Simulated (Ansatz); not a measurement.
# BaPbS3 (model cell, started as cubic perovskite with Pb in the octahedra): following an unstable mode, part 3 of 3

Aim: this structure of BaPbS3 (model cell, started as cubic perovskite with Pb in the octahedra) is to be tested for unstable modes, and one is followed downhill.

Ansatz 0.2.0; DFT PBEsol, scalar-relativistic, plane waves, PAW; PAW set soft_1.

So far. Step 5 (Energy along the mode, all amplitudes (two of the runs …): The lowest of the steps tried is the last one, at 0.6 Å, 44.3 meV/atom below the parent; the bottom of the well need not coincide with a step. Step 7 (The new phase in its own primitive cell): The largest force component left is 0.39 meV/Å and the pressure is -0.001 GPa, within the tolerances set. The cell now holds 28.52 Å³/atom. The relaxed cell has a = 6.941, c = 5.919 Å (conventional setting).

The structure was built from a prototype and need not be the compound's stable phase.

## 8. Modes of the new phase, k-mesh 6×6×6

A relaxed structure may still be a saddle point, so its zone-centre modes are computed. No field response is asked, since the mesh shows no gap.

Contents of input.yaml:

```yaml
crystal:
  lattice:
    - [6.9412072511, 0.0, 0.0]
    - [0.0, 6.9412072511, 0.0]
    - [0.0, 0.0, 5.918552432]
  atoms:
    - { symbol: Ba, position: [0.5, 0.0, 0.0] }
    - { symbol: Ba, position: [0.0, 0.5, 0.0] }
    - { symbol: Pb, position: [0.0, 0.0, 0.5] }
    - { symbol: Pb, position: [0.5, 0.5, 0.5] }
    - { symbol: S, position: [0.6067715388, 0.1067715388, 0.5] }
    - { symbol: S, position: [0.3932284612, 0.8932284612, 0.5] }
    - { symbol: S, position: [0.8932284612, 0.6067715388, 0.5] }
    - { symbol: S, position: [0.1067715388, 0.3932284612, 0.5] }
    - { symbol: S, position: [0.0, 0.0, 0.0] }
    - { symbol: S, position: [0.5, 0.5, 0.0] }
kpoints:
  mp_grid: { grid: [6, 6, 6] }
hamiltonian:
  xc: pbesol
  pseudopotentials: { kind: paw, azcp: { folder: soft_1 }, xc_functional: pbe }
scf:
  occupations: { method: methfessel_paxton, width: 0.2 }
output:
  eigenvalues: true
phonons:
  method: dfpt
```

On the command line:

```console
$ ansatz run input.yaml --threads 4 --pin off --max-ram 16384MiB --backend cpu --events-out ev --progress --plain --runs-dir out
```

Numbers of over 12 decimals in the logs are rounded to 6 here.

Log:

```text
zone centre: on kpoints.mp_grid the ground state, and the responses unless they are solved on pairs of k-points, stand on 80 of the mesh's 216 k-points, reduced under 2 symmetry operations, with k and −k counted as one. Each operation leaves every solved displacement unchanged or reverses it
[...]
Crystal: 10 atoms, lattice volume = 285.158 Å³
Basis set: ecut = 420 eV, 5583 PW (Γ), exchange–correlation on 96×96×80 points (8 copies of the dense FFT grid, shifted against one another)
Bands: 52, of which v1, the nominal top of the filled ones, is band 42 counted from 1 (41 counted from 0)
Symmetry: 16 space group operations
k-points: 80 of 216 (irreducible under 2 space group operations, time reversal used)
[...]
SCF iter   1: F=—  HF=-40564.613780 eV  |F-HF|=—  |Δ(HF+E_count)|=         —  Δρ=3.70e-2  dr2=1.57e1  ethr=3.10e-3  ⟨swp⟩=11.4  Hψ=23154  notcnv=0
[...]
SCF iter  14: F=-40559.086029 eV  HF=-40559.086029 eV  |F-HF|=0.00e0  |Δ(HF+E_count)|=  4.37e-11  S|Δr|=    0.00e0  Δρ=3.01e-8  dr2=3.66e-12  ethr=1.00e-12  ⟨swp⟩=22.7  Hψ=32429  notcnv=0
SCF 1 converged in 14 iterations: F = -40559.086029 eV  dr2 = 3.66e-12
[...]
DFPT response loops at Γ: preconditioner auto → Kerker (q_TF=auto, 2.225 Å⁻¹) (partly filled bands, converged f_vac=0.007); β = 1.00, the filter's whole step (`scf.mixing.beta` (0.50) is not read by the response loops under this deck's `scf.mixing.preconditioner`; to damp them name `kerker` or `kerker_dos`, under which they read `scf.mixing.beta`, and type it under 1.00, their step now; both keys bind the ground state too); Broyden in place of MSR1
SCF converged after 14 iterations
[...]
Free energy (F): -40559.086029 eV
[...]
Internal energy: -40559.093898 eV  (E = F + TS)
E sigma→0 (E₀):  -40559.087997 eV
Entropy (-TS):   0.007869 eV (0.787 meV/atom)
Fermi energy:    7.774705 eV
[...]
--- Band table (eV; the first three rows and the last of 80) ---
  k-point 0: bands = [... 38 lower, 5.7986, 5.8631, 5.8631, 7.6244, 8.0795, 8.0795, 9.1359, 9.5052, ... 6 higher]
  k-point 1: bands = [... 38 lower, 5.8051, 5.8644, 5.8644, 7.6563, 8.0060, 8.0060, 9.0925, 9.6786, ... 6 higher]
  k-point 2: bands = [... 38 lower, 5.9561, 6.0127, 6.0127, 7.7908, 7.8619, 7.8619, 8.9748, 9.4468, ... 6 higher]
  k-point 79: bands = [... 38 lower, 5.3827, 5.3827, 6.6302, 6.6302, 8.7926, 8.7926, 9.1006, 9.1006, ... 6 higher]
--- Phonons (Γ-DFPT): 8 representative perturbations + reference, on 80 of 216 k-points (Σ response iterations 24) ---
  k mesh reduced under 2 symmetry operations, with k and −k counted as one. Each operation leaves every solved displacement unchanged or reverses it
  ASR residual: 4.135e-5 → 0.000e0 eV/Å²; symmetrization residual: 1.110e-5 eV/Å²
  ASR residual per site (eV/Å²): 7.59e-6 7.59e-6 4.14e-5 4.14e-5 2.57e-5 2.57e-5 2.57e-5 2.57e-5 1.73e-5 1.73e-5
  Γ frequencies (cm⁻¹): -72.25 -58.78 -35.98 -35.98 0.00 0.00 0.00 4.83 4.83 31.24 31.24 48.76 76.41 76.41 77.69 105.35 113.97 113.97 116.69 116.69 161.85 161.85 172.02 172.02 175.02 175.65 178.96 195.48 321.84 448.76
  non-analytic LO–TO correction: not included (Born effective charges unavailable; polar crystals: no LO–TO splitting at Γ)
```

The job ended after 4.9 min (4 threads of Arm Neoverse V2, shared host; peak memory 3.9 GiB).

This step gave:

```yaml
sum_rule_residual_before_enforcement: 4.14e-5 eV/Å²
point_group: 4/mmm
highest_optical_mode_at_the_zone_centre_no_lo_to_term: 448.8 cm⁻¹
lowest_optical_zone_centre_mode: -72.25 cm⁻¹
```

Patterns of degenerate modes are one choice out of their space. The modes at Γ (shares of kinetic energy by element, %) (negative means imaginary):

```tsv
mode	frequency (cm⁻¹)	symmetry	Ba %	Pb %	S %
1	-72.2	A2u	11	46	43
2	-58.8	A1u	0	79	21
3	-36.0	Eu	8	38	54
4	-36.0	Eu	8	38	54
5	0.0	acoustic	31	47	22
6	0.0	acoustic	31	47	22
7	0.0	acoustic	31	47	22
8	4.8	Eu	81	5	14
9	4.8	Eu	81	5	14
10	31.2	Eu	58	13	30
11	31.2	Eu	58	13	30
12	48.8	B1u	71	0	29
13	76.4	Eu	4	18	78
14	76.4	Eu	4	18	78
15	77.7	A1u	0	21	79
16	105.3	A2u	34	7	59
17	114.0	Eu	16	17	67
18	114.0	Eu	16	17	67
19	116.7	Eu	2	44	54
20	116.7	Eu	2	44	54
21	161.8	Eg	0	0	100
22	161.8	Eg	0	0	100
23	172.0	Eu	0	19	81
24	172.0	Eu	0	19	81
25	175.0	B1g	0	0	100
26	175.7	B1u	29	0	71
27	179.0	A2u	24	0	76
28	195.5	A2g	0	0	100
29	321.8	B2g	0	0	100
30	448.8	A1g	0	0	100
```

Displacements in mode 1 (-72.2 cm⁻¹), the largest set to 1:
```
Ba1  0.00  0.00 -0.29
Ba2  0.00  0.00 -0.29
Pb3  0.00  0.00  0.47
Pb4  0.00  0.00  0.47
S5   0.00  0.00 -0.41
S6   0.00  0.00 -0.41
S7   0.00  0.00 -0.41
S8   0.00  0.00 -0.41
S9   0.00  0.00 -1.00
S10  0.00  0.00 -1.00
```

Displacements in mode 24 (172.0 cm⁻¹), the largest set to 1:
```
Ba1  0.00  0.00  0.00
Ba2  0.00  0.00  0.00
Pb3  0.07 -0.28  0.00
Pb4 -0.02 -0.29  0.00
S5  -0.61  1.00  0.00
S6  -0.61  1.00  0.00
S7   0.44  0.91  0.00
S8   0.44  0.91  0.00
S9   0.07 -0.05  0.00
S10 -0.06 -0.06  0.00
```

Before it was imposed, the acoustic sum rule was missed by 4.1e-5 eV/Å². Small misses are needed for a sound result but don't prove that mesh and cutoff are converged. The lowest optical mode is imaginary, 72.2i cm⁻¹, so the energy falls along it.

## 9. The phases reached

The phases reached along the modes that were followed are set side by side.

Energies are those of the first relaxation, on the mesh of the frozen mode; space group, volume and gap are those of the last relaxation. Phases, by row:

```tsv
mode frozen in	space group	energy from parent (meV/atom)	volume (Å³/atom)	gap on mesh (eV)	lowest zone-centre optical mode (cm⁻¹)	largest shift (Å)
parent	Pm-3m	0	27.41	0	–	–
q = (-0.5, -0.5, -0.5), 103i cm⁻¹	I4/mcm	-234.8	28.5	0	-72.3	1.41
q = (-0.5, -0.5, -0.5), 103i cm⁻¹	R-3c	-90.13	26.65	0.059	-70.1	0.649
q = (-0.5, -0.5, -0.5), 103i cm⁻¹	Imma	-87.73	26.97	0	-64.8	0.653
q = (0, -0.5, -0.5), 95i cm⁻¹	P4/mbm	-232.2	28.52	0	-72.2	1.406
```

## 10. Summary of results

| Item | Value |
| --- | --- |
| unstable mode of the parent | q = (0, -0.5, -0.5), 95i cm⁻¹ |
| depth at the lowest point sampled | 44.3 meV/atom |
| largest atomic shift at that point | 0.6 Å |
| space group reached (within 0.01 Å) | P4/mbm |
| energy gained over the parent (first relaxation, on the mesh of the frozen mode) | 232 meV/atom |
| volume per atom, phase reached | 28.5 Å³ |
| lowest optical zone-centre mode, phase reached | -72.2 cm⁻¹ |
| highest optical mode at the zone centre (no LO-TO term), phase reached | 449 cm⁻¹ |

**Reading.** Along this mode the structure falls into P4/mbm, 232 meV/atom below the parent. At the parent's cell the well is 44.31 meV/atom deep on the steps tried, with its lowest point at a shift of 0.6 Å. That is the last step tried, so the steps alone don't bracket the bottom of the well. Relaxing atoms and cell changes the gain by +187.86 meV/atom against the lowest step (energies at zero smearing). Most of the total comes from this relaxation. The new phase still has an imaginary mode at the zone centre of its cell, so it is a saddle point on the way to a lower structure. Of the 4 patterns followed to their end from this parent, this one ends 2.63 meV/atom above the lowest, I4/mcm. Each path keeps the symmetry of its pattern, so a lower phase may lie along a pattern not tried. With no gap, or one that is small against the smearing, the frequencies hang on the k mesh and the smearing, most of all near Kohn anomalies. A semilocal functional can close a gap that the real compound would have, so the metallic treatment may be an artefact of the level. Spin-orbit coupling is left out, which can matter for the heavy elements here. The PAW files were made for PBE and serve the other functionals too. A phonon run warned that its eigensolver left some bands unconverged in a pass. The starting cell was built on a prototype and not taken from a measurement, so the phase need not exist.

[Logs are printed without paths, hosts, clocks, repeated set-up lines and the standing remarks that a program may print on its own settings, such as how far it seeks lower states.]

[Hosts, paths, dates, database ids (printed as entryN), source tags and the programs' standing remarks are cut or masked in the printed files.]
